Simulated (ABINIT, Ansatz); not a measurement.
# A GW run on La2O3 (P-3m1) in ABINIT, with inputs changed

Aim: change inputs of a GW run on La2O3 (P-3m1) and see what moves.

Method: PBE and many-body steps on it, plane waves, in ABINIT 10.8.3.

**1. Starting point**

It takes space group P-3m1 (No. 164, trigonal). The conventional cell has a = 3.931 Å, b = 3.931 Å, c = 6.112 Å, α = 90.00°, β = 90.00°, γ = 120.00°. Nearest to La lie 7 O at 2.36 to 2.72 Å. O has 4 La at 2.36 to 2.44 Å nearest. Nearest to O lie 6 La at 2.72 Å. Farther neighbours and most contacts between anions are not listed.

The cell and positions are those that the Materials Project relaxed with its own functionals (PBE, PBE+U or r2SCAN), kept fixed. Spin-orbit coupling is left out unless a step names it.

**2. Screening, 3×3×2 mesh, 186 bands, screening to 176.9 eV**

This step: ABINIT 10.8.3; RPA screening on PBE, plane waves, norm-conserving pseudopotentials.

The RPA dielectric matrix is built and inverted for each q.

File run.abi:

```
acell 3*1.0 Angstrom
rprim 
  3.930777878010 -0.000000000002 0.000000000000
  -1.965388939003 3.404153498992 0.000000000000
  0.000000000000 0.000000000000 6.111953520000
ntypat 2
znucl 57 8
natom 5
typat 1 1 2 2 2
xred 
  0.666666666667 0.333333333333 0.753764320000
  0.333333333333 0.666666666667 0.246235680000
  0.666666666667 0.333333333333 0.354109350000
  0.333333333333 0.666666666667 0.645890650000
  -0.000000000000 -0.000000000000 0.000000000000
pp_dirpath "pseudos"
pseudos "La.upf, O.upf"
ecut 50
ngkpt 3 3 2
nshiftk 1
shiftk 0 0 0
kptopt 1
chksymbreak 0
istwfk *1
occopt 1
irdwfk 1
optdriver 3
nband 186
ecuteps 6.5
inclvkb 2
awtr 1
symchi 1
indata_prefix "in"
outdata_prefix "out"
tmpdata_prefix "tmp"
```

Launch:

```sh
$ OMP_NUM_THREADS=1 mpirun -n 8 abinit run.abi > log
```

What it wrote:

```text
.Version 10.8.3 of ABINIT. v10.8.2 released Aug 2026.

 Symmetries : space group P-3 m 1 (#164); Bravais hP (primitive hexag.)
[... echo of the input left out ...]
== DATASET  1 ==================================================================
-   mpi_nproc: 8, omp_nthreads: 1 (-1 if OMP is not activated)

--- !DatasetInfo
iteration_state: {dtset: 1, }
dimensions: {natom: 5, nkpt: 6, mband: 186, nsppol: 1, nspinor: 1, nspden: 1, mpw: 9367, }
cutoff_energies: {ecut:  50.0, pawecutdg:  -1.0, }
electrons: {nelect:   4.00000000E+01, charge:   0.00000000E+00, occopt:   1.00000000E+00, tsmear:   1.00000000E-02, }

 SCREENING: Calculation of the susceptibility and dielectric matrices

 Based on a program developped by R.W. Godby, V. Olevano, G. Onida, and L. Reining.
 Incorporated in ABINIT by V. Olevano, G.-M. Rignanese, and M. Torrent.
.Using double precision arithmetic ; gwpc =  8

[... cell and pseudopotentials left out ...]
--------------------------------------------------------------------------------

 ==== K-mesh for the wavefunctions ====
 Number of points in the irreducible wedge :     6
[... list of points left out ...]
 Together with 12 symmetry operations and time-reversal symmetry
 yields    18 points in the full Brillouin Zone.

 ==== Q-mesh for the screening function ====
 Number of points in the irreducible wedge :     6
[... list of points left out ...]
 Together with 12 symmetry operations and time-reversal symmetry
 yields    18 points in the full Brillouin Zone.

 setmesh: FFT mesh size selected  =    27x   27x   50
          total number of points  =        36450

 vcoul_init : cutoff-mode = AUXILIARY_FUNCTION
 q-points for optical limit:   1
     1)      0.000010    0.000020    0.000030

- screening: taking advantage of time-reversal symmetry
- Maximum band index for partially occupied states nbvw = 20
- Remaining bands to be divided among processors   nbcw = 166
- Number of bands treated by each node ~20

 Number of electrons calculated from density =   40.0000; Expected =   40.0000
 average of density, n =  0.072476
 r_s =    1.4879
 omega_plasma =   25.9689 [eV]

 calculating chi0 at frequencies [eV] :
  1    0.000000E+00    0.000000E+00
  2    0.000000E+00    2.596889E+01

--------------------------------------------------------------------------------
  q-point number  1        q = ( 0.000000, 0.000000, 0.000000) [r.l.u.]
--------------------------------------------------------------------------------
[... chi0 elements left out ...]
 For q-point:  0.000010 0.000020 0.000030
  dielectric constant =   4.5577
  dielectric constant without local fields =   4.9539

  Average fulfillment of the sum rule on Im[epsilon] for q-point    1 :     77.05  [%]
[... wings left out ...]
  q-point number  2        q = ( 0.333333, 0.000000, 0.000000) [r.l.u.]
--------------------------------------------------------------------------------
[... chi0 elements left out ...]
  Average fulfillment of the sum rule on Im[epsilon] for q-point    2 :     81.95  [%]

 [... 4 further q-points ...]
```

Wall time 19 s (8 MPI ranks of AMD EPYC 9R45, shared host); peak memory 2.6 GiB.

Numbers from this step:

* ε∞ with local fields, on this mesh, along the program's q direction: 4.558
* the same without local fields: 4.954
* plasma frequency: 25.97 eV
* plane waves in the screening matrix: 439

Local fields lower ε∞ by 8 %. On a Γ-centred mesh this coarse the value itself is usually too large, while a short band sum pulls it down.

**3. Base**

The self-energy is evaluated for the states that the input lists, and the levels follow from it, in one-shot runs by the linearised quasiparticle equation.

This step: G0W0 on PBE, plane waves, norm-conserving pseudopotentials.

run.abi, as its differences from that of step 2:

```diff
@@ -26,8 +26,19 @@
 irdwfk 1
-optdriver 3
+optdriver 4
 nband 186
+gwcalctyp 0
+ecutsigx 50
+symsigma 1
+nkptgw 3
+kptgw 
+  0.3333333333 0.0000000000 0.5000000000
+  0.3333333333 0.3333333333 0.0000000000
+  0.0000000000 0.0000000000 0.0000000000
+bdgw 
+  19 22
+  19 23
+  18 23
 ecuteps 6.5
-inclvkb 2
-awtr 1
-symchi 1
+irdscr 1
+ppmodel 1
 indata_prefix "in"
```

What it wrote:

```text
.Version 10.8.3 of ABINIT. v10.8.2 released Aug 2026.

 Symmetries : space group P-3 m 1 (#164); Bravais hP (primitive hexag.)
[... echo of the input left out ...]
== DATASET  1 ==================================================================
-   mpi_nproc: 8, omp_nthreads: 1 (-1 if OMP is not activated)

--- !DatasetInfo
iteration_state: {dtset: 1, }
dimensions: {natom: 5, nkpt: 6, mband: 186, nsppol: 1, nspinor: 1, nspden: 1, mpw: 9367, }
cutoff_energies: {ecut:  50.0, pawecutdg:  -1.0, }
electrons: {nelect:   4.00000000E+01, charge:   0.00000000E+00, occopt:   1.00000000E+00, tsmear:   1.00000000E-02, }

 SIGMA: Calculation of the GW corrections

 Based on a program developped by R.W. Godby, V. Olevano, G. Onida, and L. Reining.
 Incorporated in ABINIT by V. Olevano, G.-M. Rignanese, and M. Torrent.
.Using double precision arithmetic ; gwpc =  8

[... cell and pseudopotentials left out ...]
--------------------------------------------------------------------------------

 ==== K-mesh for the wavefunctions ====
 Number of points in the irreducible wedge :     6
[... list of points left out ...]
 Together with 12 symmetry operations and time-reversal symmetry
 yields    18 points in the full Brillouin Zone.

 ==== Q-mesh for screening function ====
 Number of points in the irreducible wedge :     6
[... list of points left out ...]
 Together with 12 symmetry operations and time-reversal symmetry
 yields    18 points in the full Brillouin Zone.

 vcoul_init : cutoff-mode = AUXILIARY_FUNCTION
 q-points for optical limit:   1
     1)      0.000010    0.000020    0.000030
 setmesh: FFT mesh size selected  =    45x   45x   75
          total number of points  =       151875

 Number of electrons calculated from density =   40.0000; Expected =   40.0000
 average of density, n =  0.072476
 r_s =    1.4879
 omega_plasma =   25.9689 [eV]

 === KS Band Gaps ===
  >>>> For spin  1
   Minimum direct gap =   3.9821 [eV], located at k-point      :   0.3333  0.3333  0.0000
   Fundamental gap    =   3.9403 [eV], Top of valence bands at :   0.3333  0.0000  0.5000
                                       Bottom of conduction at :   0.3333  0.3333  0.0000
 SIGMA fundamental parameters:
 PLASMON POLE MODEL  1
 number of plane-waves for SigmaX                 9367
 number of plane-waves for SigmaC and W            439
 number of plane-waves for wavefunctions          9367
 number of bands                                   186
 number of independent spin polarizations            1
 number of spinorial components                      1
 number of k-points in IBZ                           6
 number of q-points in IBZ                           6
 number of symmetry operations                      12
 number of k-points in BZ                           18
 number of q-points in BZ                           18
 number of frequencies for dSigma/dE                 9
 frequency step for dSigma/dE [eV]                0.25
 number of omega for Sigma on real axis              0
 max omega for Sigma on real axis  [eV]           0.00
 zcut for avoiding poles [eV]                     0.10

 EPSILON^-1 parameters (SCR file):
 dimension of the eps^-1 matrix on file            439
 dimension of the eps^-1 matrix used               439
 number of plane-waves for wavefunctions          9367
 number of bands                                   186
 number of q-points in IBZ                           6
 number of frequencies                               2
 number of real frequencies                          1
 number of imag frequencies                          1

 matrix elements of self-energy operator (all in [eV])

 Perturbative Calculation

--- !SelfEnergy_ee
iteration_state: {dtset: 1, }
kpoint     : [   0.333,    0.000,    0.500, ]
spin       : 1
KS_gap     :    4.466
QP_gap     :    6.867
Delta_QP_KS:    2.402
data: !SigmaeeData |
     Band     E0 <VxcDFT>   SigX SigC(E0)      Z dSigC/dE  Sig(E)    E-E0       E
       19   5.682 -18.475 -23.105   4.350   0.770  -0.299 -18.691  -0.215   5.467
       20   5.935 -18.990 -23.520   4.301   0.771  -0.297 -19.166  -0.177   5.758
       21  10.400 -13.777  -5.562  -5.454   0.806  -0.241 -11.552   2.225  12.625
       22  10.762 -13.694  -5.101  -5.674   0.804  -0.244 -11.346   2.348  13.110

--- !SelfEnergy_ee
iteration_state: {dtset: 1, }
kpoint     : [   0.333,    0.333,    0.000, ]
spin       : 1
KS_gap     :    3.982
QP_gap     :    5.144
Delta_QP_KS:    1.162
data: !SigmaeeData |
     Band     E0 <VxcDFT>   SigX SigC(E0)      Z dSigC/dE  Sig(E)    E-E0       E
       19   5.221 -17.724 -22.695   4.471   0.768  -0.301 -18.108  -0.383   4.838
       20   5.893 -19.229 -23.698   4.217   0.777  -0.287 -19.424  -0.195   5.698
[...]
--- !SelfEnergy_ee
iteration_state: {dtset: 1, }
kpoint     : [   0.000,    0.000,    0.000, ]
spin       : 1
KS_gap     :    4.412
QP_gap     :    6.510
Delta_QP_KS:    2.097
data: !SigmaeeData |
     Band     E0 <VxcDFT>   SigX SigC(E0)      Z dSigC/dE  Sig(E)    E-E0       E
[...]
21  10.301 -11.820  -3.888  -5.531   0.817  -0.225  -9.859   1.960  12.262
       22  10.583 -12.686  -4.857  -5.539   0.813  -0.230 -10.825   1.862  12.444
       23  10.583 -12.686  -4.857  -5.539   0.813  -0.230 -10.825   1.862  12.444

== END DATASET(S) ==============================================================
================================================================================

 -outvars: echo values of variables after computation  --------
           etotal      0.0000000000E+00
            nband         186
             nkpt           6
          spgroup         164
 [... the other variables as echoed above ...]

 Calculation completed.
```

Elapsed: 18 s, on 8 MPI ranks; peak memory 2.3 GiB.

This step gave:

- G0W0 gap on the points computed: 5.084 eV
- starting gap on the mesh: 3.940 eV
- k of the valence top: 0.3333, 0, 0.5
- k of the conduction bottom: 0.3333, 0.3333, 0
- Z at the valence top: 0.771
- Z at the conduction bottom: 0.827
- least direct G0W0 gap on the computed points: 5.144 eV

The gap on the mesh goes from 3.94 eV to 5.08 eV, a correction of +1.14 eV.

[end of part 1 of 2]

[Paths, hosts, dates, memory and timing lines, banners, echoed tables and standing remarks are left out of the program output.]

[Logs are printed without paths, hosts, clocks, repeated set-up lines and the standing remarks that a program may print on its own settings, such as how far it seeks lower states.]

[Runs of the session that timed out or met a known fault of the program may be left out.]

[Hosts, paths, dates, database ids (printed as entryN), source tags and the programs' standing remarks are cut or masked in the printed files.]

[G0W0 gaps are taken among the corrected bands and points alone; a level outside them can change the order at an edge.]

[Where Ansatz stands beside ABINIT at settings called matched, ABINIT's density can come from a denser mesh and the files from another edition; pairs whose starting gaps differed by over 0.03 eV were left out, so agreement reads better than it is.]
